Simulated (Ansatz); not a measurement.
# Twisted Ti2CO2 MXene bilayer, 38.21° (70 atoms): support functions against a reference

Aim: test how closely localised support functions follow the reference on twisted Ti2CO2 MXene bilayer, 38.21° (70 atoms), and at what cost. A setting counts as converged where the r.m.s. difference of forces stays under 1 % of the r.m.s. force.

Program: Ansatz 0.2.0. Level of theory: Kohn-Sham DFT, PBE+D4, PAW (set soft_2), plane waves. Results are calculated unless marked as measured.

## Step 1: Starting point

The cell holds 70 atoms: 14 C, 28 Ti and 28 O. Its edges and angles: a = 8.017 Å, b = 8.017 Å, c = 25.590 Å, α = 90.0°, β = 90.0°, γ = 120.0°. It derives from Ti2CO2 (Ti2CO2 MXene). Ti2CO2 MXene (a = 3.03 Å) under Ti2CO2 MXene (a = 3.03 Å), bilayer, commensurate cell of 7 unit cells a layer, twist 38.21 deg; facing planes 2.71 Å apart; 14 Å of vacuum; layers as built, displaced by a Gaussian of 0.01 Å. Regions: layer 1, 35 atoms (7 C, 14 Ti and 14 O); layer 2, 35 atoms (7 C, 14 Ti and 14 O). Vacuum lies along c.

Limits known from the start: Beside vacuum, support functions can miss their usual error bounds without a warning. The main run has no spin polarisation, so moments on Ti can't form in it, and no Hubbard term.

## Step 2: Plane-wave single point

The first run fixes the reference, at a cutoff of 420 eV.

input.yaml

```yaml
crystal:
  lattice:
    - [8.0166, 0.0, 0.0]
    - [-4.0083, 6.94258, 0.0]
    - [0.0, 0.0, 25.59]
  atoms:
    - { symbol: C, position: [0.99938, 0.9974, 0.36049] }
    - { symbol: Ti, position: [0.19145, 0.23786, 0.41153] }
    - { symbol: Ti, position: [0.2358, 0.04488, 0.3087] }
    - { symbol: O, position: [0.23976, 0.04898, 0.4475] }
    - { symbol: O, position: [0.19, 0.23597, 0.27402] }
    - { symbol: C, position: [0.14139, 0.42534, 0.36026] }
    - { symbol: Ti, position: [0.33282, 0.66484, 0.41232] }
    - { symbol: Ti, position: [0.38043, 0.47414, 0.30975] }
    - { symbol: O, position: [0.38222, 0.47604, 0.44775] }
    - { symbol: O, position: [0.33194, 0.6646, 0.27387] }
    - { symbol: C, position: [0.28647, 0.85776, 0.35981] }
    - { symbol: Ti, position: [0.47456, 0.09604, 0.41131] }
    - { symbol: Ti, position: [0.52169, 0.90309, 0.30975] }
    - { symbol: O, position: [0.52272, 0.90314, 0.44709] }
    - { symbol: O, position: [0.47678, 0.0968, 0.27402] }
    - { symbol: C, position: [0.42727, 0.28631, 0.36025] }
    - { symbol: Ti, position: [0.61509, 0.52137, 0.41155] }
    - { symbol: Ti, position: [0.66826, 0.33286, 0.30923] }
    - { symbol: O, position: [0.66881, 0.33333, 0.44707] }
    - { symbol: O, position: [0.62265, 0.52621, 0.27372] }
    - { symbol: C, position: [0.57144, 0.71477, 0.36102] }
    - { symbol: Ti, position: [0.76013, 0.95073, 0.41154] }
    - { symbol: Ti, position: [0.80784, 0.76223, 0.30839] }
    - { symbol: O, position: [0.80749, 0.76122, 0.44684] }
    - { symbol: O, position: [0.76147, 0.95293, 0.27341] }
    - { symbol: C, position: [0.7128, 0.143, 0.36028] }
    - { symbol: Ti, position: [0.90641, 0.38325, 0.41201] }
    - { symbol: Ti, position: [0.9509, 0.19024, 0.30878] }
    - { symbol: O, position: [0.95218, 0.18938, 0.44655] }
    - { symbol: O, position: [0.90335, 0.38169, 0.27334] }
    - { symbol: C, position: [0.85712, 0.57065, 0.36015] }
    - { symbol: Ti, position: [0.0502, 0.81142, 0.41207] }
    - { symbol: Ti, position: [0.09489, 0.61804, 0.30885] }
    - { symbol: O, position: [0.09429, 0.62095, 0.44729] }
    - { symbol: O, position: [0.04765, 0.80982, 0.2737] }
    - { symbol: C, position: [0.85713, 0.2851, 0.63965] }
    - { symbol: Ti, position: [0.6194, 0.09365, 0.69138] }
    - { symbol: Ti, position: [0.66361, 0.33017, 0.58821] }
    - { symbol: O, position: [0.66465, 0.33219, 0.72607] }
    - { symbol: O, position: [0.62004, 0.09786, 0.55276] }
    - { symbol: C, position: [0.71514, 0.5725, 0.63984] }
    - { symbol: Ti, position: [0.477, 0.38203, 0.69098] }
    - { symbol: Ti, position: [0.52392, 0.61709, 0.58914] }
    - { symbol: O, position: [0.52448, 0.6193, 0.72671] }
    - { symbol: O, position: [0.47842, 0.38374, 0.5532] }
    - { symbol: C, position: [0.42937, 0.14062, 0.63975] }
    - { symbol: Ti, position: [0.19144, 0.95291, 0.69048] }
    - { symbol: Ti, position: [0.24083, 0.19085, 0.58869] }
    - { symbol: O, position: [0.23761, 0.18949, 0.72648] }
    - { symbol: O, position: [0.18894, 0.95112, 0.55327] }
    - { symbol: C, position: [0.57331, 0.86157, 0.64006] }
    - { symbol: Ti, position: [0.33321, 0.66387, 0.69032] }
    - { symbol: Ti, position: [0.38117, 0.9035, 0.58859] }
    - { symbol: O, position: [0.37923, 0.90415, 0.72655] }
    - { symbol: O, position: [0.33133, 0.66516, 0.55241] }
    - { symbol: C, position: [0.28593, 0.42905, 0.63921] }
    - { symbol: Ti, position: [0.04632, 0.23639, 0.69153] }
    - { symbol: Ti, position: [0.09696, 0.47697, 0.58898] }
    - { symbol: O, position: [0.09499, 0.47687, 0.72585] }
    - { symbol: O, position: [0.0478, 0.2388, 0.55277] }
    - { symbol: C, position: [0.00138, 0.00157, 0.63965] }
    - { symbol: Ti, position: [0.76186, 0.81009, 0.69074] }
    - { symbol: Ti, position: [0.80758, 0.04628, 0.58905] }
    - { symbol: O, position: [0.80973, 0.04813, 0.72614] }
    - { symbol: O, position: [0.76192, 0.80928, 0.5532] }
    - { symbol: C, position: [0.14412, 0.71276, 0.63912] }
    - { symbol: Ti, position: [0.9031, 0.52342, 0.69089] }
    - { symbol: Ti, position: [0.95183, 0.7627, 0.58883] }
    - { symbol: O, position: [0.95102, 0.76169, 0.72561] }
    - { symbol: O, position: [0.90682, 0.5241, 0.55272] }
kpoints:
  mp_grid: { grid: [3, 3, 1] }
hamiltonian:
  xc: pbe
  dispersion: d4
scf:
  occupations: { method: fermi_dirac, width: 0.025 }
output:
  forces: true
  populations: true
  dos:
    method: { smearing: { sigma: 0.1 } }
    de: 0.1
    projected:
      site_lists:
        C: [C]
        O: [O]
        Ti: [Ti]
        layer_1: [0, 1, 2, 3, 4, 5, 6, 7, 8, 9, 10, 11, 12, 13, 14, 15, 16, 17, 18, 19, 20, 21, 22, 23, 24, 25, 26, 27, 28, 29, 30, 31, 32, 33, 34]
        layer_2: [35, 36, 37, 38, 39, 40, 41, 42, 43, 44, 45, 46, 47, 48, 49, 50, 51, 52, 53, 54, 55, 56, 57, 58, 59, 60, 61, 62, 63, 64, 65, 66, 67, 68, 69]
  eigenvalues: true
  write_density: true
  write_potential: true
  volumetric_format: npy
```

Started as:

```sh
> ansatz run input.yaml --threads 4 --pin off --max-ram 8192MiB --backend cpu --events-out ev --progress --plain --runs-dir out
```

Numbers of over 12 decimals in the logs are rounded to 6 here.

The program printed:

```text
Engine: ansatz 0.2.0, x86_64-unknown-linux-gnu
Pseudopotentials: kind: paw
Pseudopotential: C, paw, valence charge 4, recommended cutoff 420 eV (normal), C.paw.azcp
Pseudopotential: Ti, paw, valence charge 12, recommended cutoff 420 eV (normal), Ti.paw.azcp
Pseudopotential: O, paw, valence charge 6, recommended cutoff 420 eV (normal), O.paw.azcp
[... 5 lines on functional and potentials left out ...]
Crystal: 70 atoms, lattice volume = 1424.234 Å³
Basis set: ecut = 420 eV, 27943 PW (Γ), exchange–correlation on 108×108×360 points (8 copies of the dense FFT grid, shifted against one another)
Bands: 350, of which v1, the nominal top of the filled ones, is band 280 counted from 1 (279 counted from 0)
Symmetry: 1 space group operations
Space group: P1 (ITA 1), of the structure as read, at distance tolerance 1.1e-4 Å
k-points: 5 of 9 (time reversal used)
[... 7 lines on functional and potentials left out ...]
Initial density: superposition of atomic densities (neutral atoms: chi_scale 0, normalization atom), corrected by the library's trained network
Initial wavefunctions: pseudopotential atomic-orbital guess
Functional: x = pbe(κ = 0.804, μ = 0.219515), c = pbe(β = 0.066725)
SCF iter   1: F=—  HF=-89478.838283 eV  |F-HF|=—  |Δ(HF+E_count)|=         —  Δρ=5.07e-3  dr2=6.39e-1  ethr=1.77e-3  ⟨swp⟩=6.2  Hψ=7185  notcnv=0  defer=134
preconditioner: auto → Resta (q_TF=auto, 2.335 Å⁻¹)  ε∞=5.3  [insulator: Δε(μ)=0.418 eV  Ē_g=8.656 eV  σ=0.025 eV  W_gap=1.00  n_scr=288 (ndim 8)  ℏωp=18.0 eV  f_vac=0.467  D(μ)=0.02/eV (n_scr^D=0)  ε∞_Penn≈5.3  vacuum switching on, ρ_ref=5.4e-3 e/Å³]
SCF iter   2: F=—  HF=-89478.762690 eV  |F-HF|=—  |Δ(HF+E_count)|=   7.56e-2  Δρ=3.11e-3  dr2=2.66e-1  ethr=1.14e-4  ⟨swp⟩=2.2  Hψ=2819  notcnv=0  defer=248
SCF iter   3: F=—  HF=-89478.741022 eV  |F-HF|=—  |Δ(HF+E_count)|=   2.17e-2  Δρ=1.60e-3  dr2=9.98e-2  ethr=4.76e-5  ⟨swp⟩=3.6  Hψ=2160  notcnv=0  defer=248
SCF iter   4: F=—  HF=-89478.740643 eV  |F-HF|=—  |Δ(HF+E_count)|=   3.79e-4  Δρ=1.42e-3  dr2=5.06e-2  ethr=1.78e-5  ⟨swp⟩=3.6  Hψ=2184  notcnv=0  defer=249
SCF iter   5: F=—  HF=-89478.736175 eV  |F-HF|=—  |Δ(HF+E_count)|=   4.47e-3  Δρ=3.48e-4  dr2=3.77e-3  ethr=9.03e-6  ⟨swp⟩=2.6  Hψ=2394  notcnv=0  defer=254
SCF iter   6: F=—  HF=-89478.735287 eV  |F-HF|=—  |Δ(HF+E_count)|=   8.88e-4  Δρ=3.24e-4  dr2=2.45e-3  ethr=6.74e-7  ⟨swp⟩=2.0  Hψ=2336  notcnv=0  defer=254
SCF iter   7: F=—  HF=-89478.734681 eV  |F-HF|=—  |Δ(HF+E_count)|=   6.06e-4  Δρ=1.04e-4  dr2=1.82e-4  ethr=4.38e-7  ⟨swp⟩=2.0  Hψ=2108  notcnv=0  defer=254
SCF iter   8: F=—  HF=-89478.734633 eV  |F-HF|=—  |Δ(HF+E_count)|=   4.76e-5  Δρ=7.48e-5  dr2=1.02e-4  ethr=3.24e-8  ⟨swp⟩=3.0  Hψ=3632  notcnv=0  defer=254
SCF iter   9: F=—  HF=-89478.734628 eV  |F-HF|=—  |Δ(HF+E_count)|=   5.08e-6  Δρ=4.08e-5  dr2=3.27e-5  ethr=1.83e-8  ⟨swp⟩=2.0  Hψ=2336  notcnv=0  defer=254
SCF iter  10: F=—  HF=-89478.735921 eV  |F-HF|=—  |Δ(HF+E_count)|=   1.29e-3  Δρ=1.06e-5  dr2=1.56e-6  ethr=5.84e-9  ⟨swp⟩=2.0  Hψ=2407  notcnv=0  defer=254
SCF iter  11: F=—  HF=-89478.735922 eV  |F-HF|=—  |Δ(HF+E_count)|=   1.27e-6  Δρ=7.02e-6  dr2=1.28e-6  ethr=2.79e-10  ⟨swp⟩=3.8  Hψ=3523  notcnv=0  defer=254
SCF iter  12: F=—  HF=-89478.735922 eV  |F-HF|=—  |Δ(HF+E_count)|=   5.30e-9  Δρ=3.59e-6  dr2=2.89e-7  ethr=2.28e-10  ⟨swp⟩=2.0  Hψ=2123  notcnv=0  defer=254
SCF iter  13: F=-89478.735922 eV  HF=-89478.735922 eV  |F-HF|=3.66e-8  |Δ(HF+E_count)|=   1.20e-7  Δρ=2.03e-6  dr2=9.31e-8  ethr=1.79e-11  ⟨swp⟩=19.8  Hψ=13905  notcnv=0
SCF 1 converged in 13 iterations: F = -89478.735922 eV  dr2 = 9.31e-8
  greatest PAW one-centre occupation: 0.999 electrons in one spin orbital (limit 2), on the Ti atom at site 2 (counted from 0), in its partial waves of l = 0
WARN: The output density's exchange-correlation potential varies sharply where the density is thin. Do not read a vacuum level from v_tot or v_xc, or from such a field of the output density. On a cell that repeats whose density bears no net charge and no dipole along the vacuum's axis use v_es (v_loc + v_h of the components); [...]
SCF converged after 13 iterations
Free energy (F): -89478.735922 eV
Harris-Foulkes:  -89478.735922 eV  (|F-HF|=3.66e-8)
Internal energy: -89478.735109 eV  (E = F + TS)
E sigma→0 (E₀):  -89478.735516 eV
Entropy (-TS):   -0.000812 eV (-0.012 meV/atom)
Fermi energy:    3.672306 eV
--- Per-component energies (eV) ---
  E_band       = -9299.413508
  E_kinetic    = 13779.232002
  E_local      = -516642.490364  (includes V_loc(G=0)·N_el)
  E_nonlocal   = 1827.137093
  E_hartree    = 252225.858753
  E_xc         = -5506.399723
  E_vxc        = -6936.051423  (∫ρ·V_xc dr)
  E_paw        = -35083.227696  (= ΣΔE_a)
  E_vpaw       = -5779.121176  (= ΣTr[D̂ρ^β])
  E_aug_tail   = 0.073252  (compensation charges beyond the density's cutoff)
  E_ewald      = 199934.419281
  E_disp       = -13.337708  (pairwise vdW)
  E_smearing   = -0.000812  (= −TS)
  E_closure    = -0.000000  (closes the sum)
  Σ components = -89478.735922   (vs F -89478.735922, Δ=0.00e0)
--- Forces (eV/Å), atoms counted from 1 ---
  atom   1  C     -0.06666878     0.25450292    -0.04644284
  atom   2  Ti    -0.37772111    -0.18006284    -0.18637336
  atom   3  Ti     0.05515471     0.15331766     0.16262328
  atom   4  O     -0.00719808     0.00175977    -0.28420275
  atom   5  O     -0.06991107     0.13947190     0.02164491
  atom   6  C      0.04817255     0.30757190     0.11101808
  atom   7  Ti     0.04625282     0.23391936    -0.15128821
  atom   8  Ti    -0.03170708     0.02437091    -0.01225476
  atom   9  O     -0.20702895    -0.02508540    -0.24241245
  atom  10  O      0.07846375     0.05937362     0.12896236
  atom  11  C     -0.05265520    -0.12289884     0.31600168
  atom  12  Ti     0.42630756    -0.01832019    -0.07470615
  atom  13  Ti    -0.05515322     0.17646786     0.02220795
  atom  14  O     -0.10357384     0.04651378    -0.21023579
[...]
atom  69  O      0.08576313     0.03380713     0.00922683
  atom  70  O     -0.25873531     0.00026103     0.49919970
  max |Σ_I F_I| component: 2.81e-5 eV/Å
--- Band table (eV; the first three rows and the last of 5) ---
  k-point 0: bands = ["-54.2838", "-54.2479", "-54.2462", "-54.2345", [... 334 levels ...], "5.8995", "5.9094", "5.9196", "5.9288", "5.9398", "5.9550", "5.9797", "5.9942", "6.0010", "6.0219", "6.0371", "6.0543"]
[...]
--- Löwdin populations: 70 sites ---
  site symbol       q [e]
     0      C      4.9038
     1     Ti     10.8817
     2     Ti     10.8668
[...]
69      O      6.6132
  spilling = 0.003481 (of n_electrons = 560.000000)
```

Elapsed: 1.9 min, on 4 threads of Intel Xeon 6975P-C (Granite Rapids), shared host; peak memory 5.5 GiB.

The program notes that it cut back its work space to fit the memory limit and the exchange-correlation potential is rough where the density is thin.

The run gave:

```
free energy                                      : -89478.7359 eV
free energy per atom                             : -1278.2677 eV/atom
SCF cycles                                       : 13
r.m.s. force component                           : 0.194 eV/Å
longest force                                    : 0.6683 eV/Å
Fermi energy                                     : 3.672 eV
gap (highest filled to lowest empty level) : 0.2813 eV
potential in mid-vacuum, over the Fermi level    : 5.566 eV
potential 4.5 Å over the upper face              : 5.544 eV
potential 4.5 Å under the lower face             : 5.586 eV
spilling of the projection                       : 0.003481
```

The r.m.s. force component of 0.19 eV/Å sets the scale for the differences below.

## Step 3: Support functions medium

With localised support functions most steps grow linearly with size, though the diagonalisation grows faster unless the density matrix is cut; this run measures error and cost at this size. Besides, the program derives a nominal cutoff of 464 eV for this run, against the reference's 420.

This step: Kohn-Sham DFT, PBE+D4, PAW (set soft_2), localised support functions (medium) (Ansatz 0.2.0).

input.yaml, the sections that differ from step 2:

```yaml
scf:
  occupations: { method: fermi_dirac, width: 0.025 }
  eigensolver: { kind: { support_functions: { accuracy: medium } } }
  mixing: { beta: 0.2 }
  max_iter: 150
output:
  forces: true
# crystal, kpoints, hamiltonian: as in step 2
```

The program printed:

```text
Warning: scf.eigensolver.kind.support_functions: disabling space-group detection — the functions' gradient is summed over unrotated k-points, so no spatial operation reduces the k-mesh or symmetrises the density; time reversal is kept, so that k and −k are solved as one point where they differ and the mesh holds both, and exact exchange and, on two spinor components, a DFT+U term hold to it where the run has them: [...]
Warning: basis.ecutwfc = 464 eV, auto-derived: no grid that the accuracy of the support functions lays serves the files at the lower one that their records recommend; a deck with other species or settings can derive another value
settings of this run that can trade accuracy for cost: scf.eigensolver.kind.support_functions [...]
[...]
Crystal: 70 atoms, lattice volume = 1424.234 Å³
Basis set: ecut = 464 eV, 32207 PW (Γ), exchange–correlation on 120×120×360 points (8 copies of the dense FFT grid, shifted against one another)
Bands: 336, of which v1, the nominal top of the filled ones, is band 280 counted from 1 (279 counted from 0)
Symmetry: 1 space group operations
k-points: 5 of 9 (time reversal used)
[...]
SCF iter   1: F=—  HF=-89560.442288 eV  |F-HF|=—  |Δ(HF+E_count)|=         —  Δρ=1.58e-1  dr2=4.34e2  ethr=1.00e-1
[...]
SCF iter  20: F=—  HF=-89479.030441 eV  |F-HF|=—  |Δ(HF+E_count)|=   5.04e-4  Δρ=1.41e-5  dr2=2.10e-6  ethr=9.05e-10  κ⁻¹=1.1e-4(r=7)
SCF iter  21: F=-89479.030440 eV  HF=-89479.030441 eV  |F-HF|=5.80e-7  |Δ(HF+E_count)|=   1.21e-7  Δρ=9.98e-6  dr2=1.21e-6  ethr=3.76e-10
SCF 1 converged in 21 iterations: F = -89479.042544 eV  dr2 = 1.21e-6
[...]
SCF converged after 21 iterations
Stability not checked: this state was not tested for a lower state beside it, because the mixer in use, unlike msr1, does not test its closes by its own steps (another_mixer; see scf.mixing.algorithm and scf.lower_state_search)
Free energy (F): -89479.042544 eV
[...]
Internal energy: -89479.041731 eV  (E = F + TS)
E sigma→0 (E₀):  -89479.042138 eV
Entropy (-TS):   -0.000813 eV (-0.012 meV/atom)
Fermi energy:    3.672529 eV
[...]
Σ components = -89479.042544   (vs F -89479.042544, Δ=0.00e0)
--- Forces (eV/Å), atoms counted from 1 ---
  atom   1  C     -0.06659921     0.25467371    -0.04619742
  atom   2  Ti    -0.37778253    -0.18008842    -0.18923742
  atom   3  Ti     0.05537152     0.15314994     0.16389101
  atom   4  O     -0.00707768     0.00179917    -0.28366887
[...]
atom  70  O     -0.25880177     0.00028422     0.49940341
  max |Σ_I F_I| component: 6.67e-4 eV/Å
--- Band table (eV; the first three rows and the last of 5) ---
[...]
guard bands above this table: 48 of the run's 336 bands (output.publish_guard_bands: true publishes all)
[...]
```

It took 3.2 min on 4 threads; peak memory 4.7 GiB.

The program notes that the band table was not solved further than the SCF left it and it switched symmetry off.

Keys that differ from the reference: support_functions.accuracy = "medium", scf.max_iter = 150 and scf.mixing.beta = 0.2.

Forces differ from the reference by 0.77 meV/Å r.m.s., 0.40 % of their size, within a tolerance of 1 %; the energy by -4.4 meV/atom. It took 3.2 min and 21 cycles; the reference's time can't be set against it, since the two runs asked for unlike analyses. The two runs also began from different starting densities, which bears on cycles and time.

## Step 4: Support functions low

The cell is solved in localised support functions.

This step: Kohn-Sham DFT, PBE+D4, PAW (set soft_2), localised support functions (low) (Ansatz 0.2.0).

input.yaml, the sections that differ from step 3:

```yaml
scf:
  occupations: { method: fermi_dirac, width: 0.025 }
  eigensolver: { kind: { support_functions: { accuracy: low } } }
  mixing: { beta: 0.2 }
  max_iter: 150
# crystal, kpoints, hamiltonian, output: as in step 3
```

The program printed:

```text
[...]
Crystal: 70 atoms, lattice volume = 1424.234 Å³
Basis set: ecut = 420 eV, 27943 PW (Γ), exchange–correlation on 120×120×360 points (8 copies of the dense FFT grid, shifted against one another)
Bands: 336, of which v1, the nominal top of the filled ones, is band 280 counted from 1 (279 counted from 0)
Symmetry: 1 space group operations
k-points: 5 of 9 (time reversal used)
[...]
SCF iter   1: F=—  HF=-89560.438000 eV  |F-HF|=—  |Δ(HF+E_count)|=         —  Δρ=1.58e-1  dr2=4.34e2  ethr=1.00e-1
[...]
SCF iter  18: F=—  HF=-89479.028923 eV  |F-HF|=—  |Δ(HF+E_count)|=   6.51e-4  Δρ=4.00e-5  dr2=1.93e-5  ethr=1.28e-8  κ⁻¹=1.7e-5(r=7)
SCF iter  19: F=-89479.029495 eV  HF=-89479.029498 eV  |F-HF|=2.62e-6  |Δ(HF+E_count)|=   5.75e-4  Δρ=2.34e-5  dr2=4.90e-6  ethr=3.45e-9
SCF 1 converged in 19 iterations: F = -89479.042470 eV  dr2 = 4.90e-6
[...]
SCF converged after 19 iterations
[...]
Free energy (F): -89479.042470 eV
[...]
Internal energy: -89479.041653 eV  (E = F + TS)
E sigma→0 (E₀):  -89479.042062 eV
Entropy (-TS):   -0.000816 eV (-0.012 meV/atom)
Fermi energy:    3.672736 eV
[...]
Σ components = -89479.042470   (vs F -89479.042470, Δ=0.00e0)
--- Forces (eV/Å), atoms counted from 1 ---
  atom   1  C     -0.06664338     0.25472761    -0.04628913
  atom   2  Ti    -0.37773990    -0.18011265    -0.18935184
  atom   3  Ti     0.05536826     0.15315830     0.16395642
  atom   4  O     -0.00705548     0.00185068    -0.28323930
[...]
atom  70  O     -0.25879758     0.00031876     0.49901135
  max |Σ_I F_I| component: 4.52e-4 eV/Å
--- Band table (eV; the first three rows and the last of 5) ---
[...]
```

Elapsed: 3.1 min, on 4 threads; peak memory 4.6 GiB; 12 min of CPU time.

Keys that differ from the reference: support_functions.accuracy = "low", scf.max_iter = 150 and scf.mixing.beta = 0.2.

Forces differ from the reference by 0.82 meV/Å r.m.s., 0.43 % of their size, within a tolerance of 1 %; the energy by -4.4 meV/atom. It took 3.1 min and 19 cycles; the reference's time can't be set against it, since the two runs asked for unlike analyses. The two runs also began from different starting densities, which bears on cycles and time.

(Part 1 of 3 ends here.)

[Logs are printed without paths, hosts, clocks, repeated set-up lines and the standing remarks that a program may print on its own settings, such as how far it seeks lower states.]

[Hosts, paths, dates, database ids (printed as entryN), source tags and the programs' standing remarks are cut or masked in the printed files.]
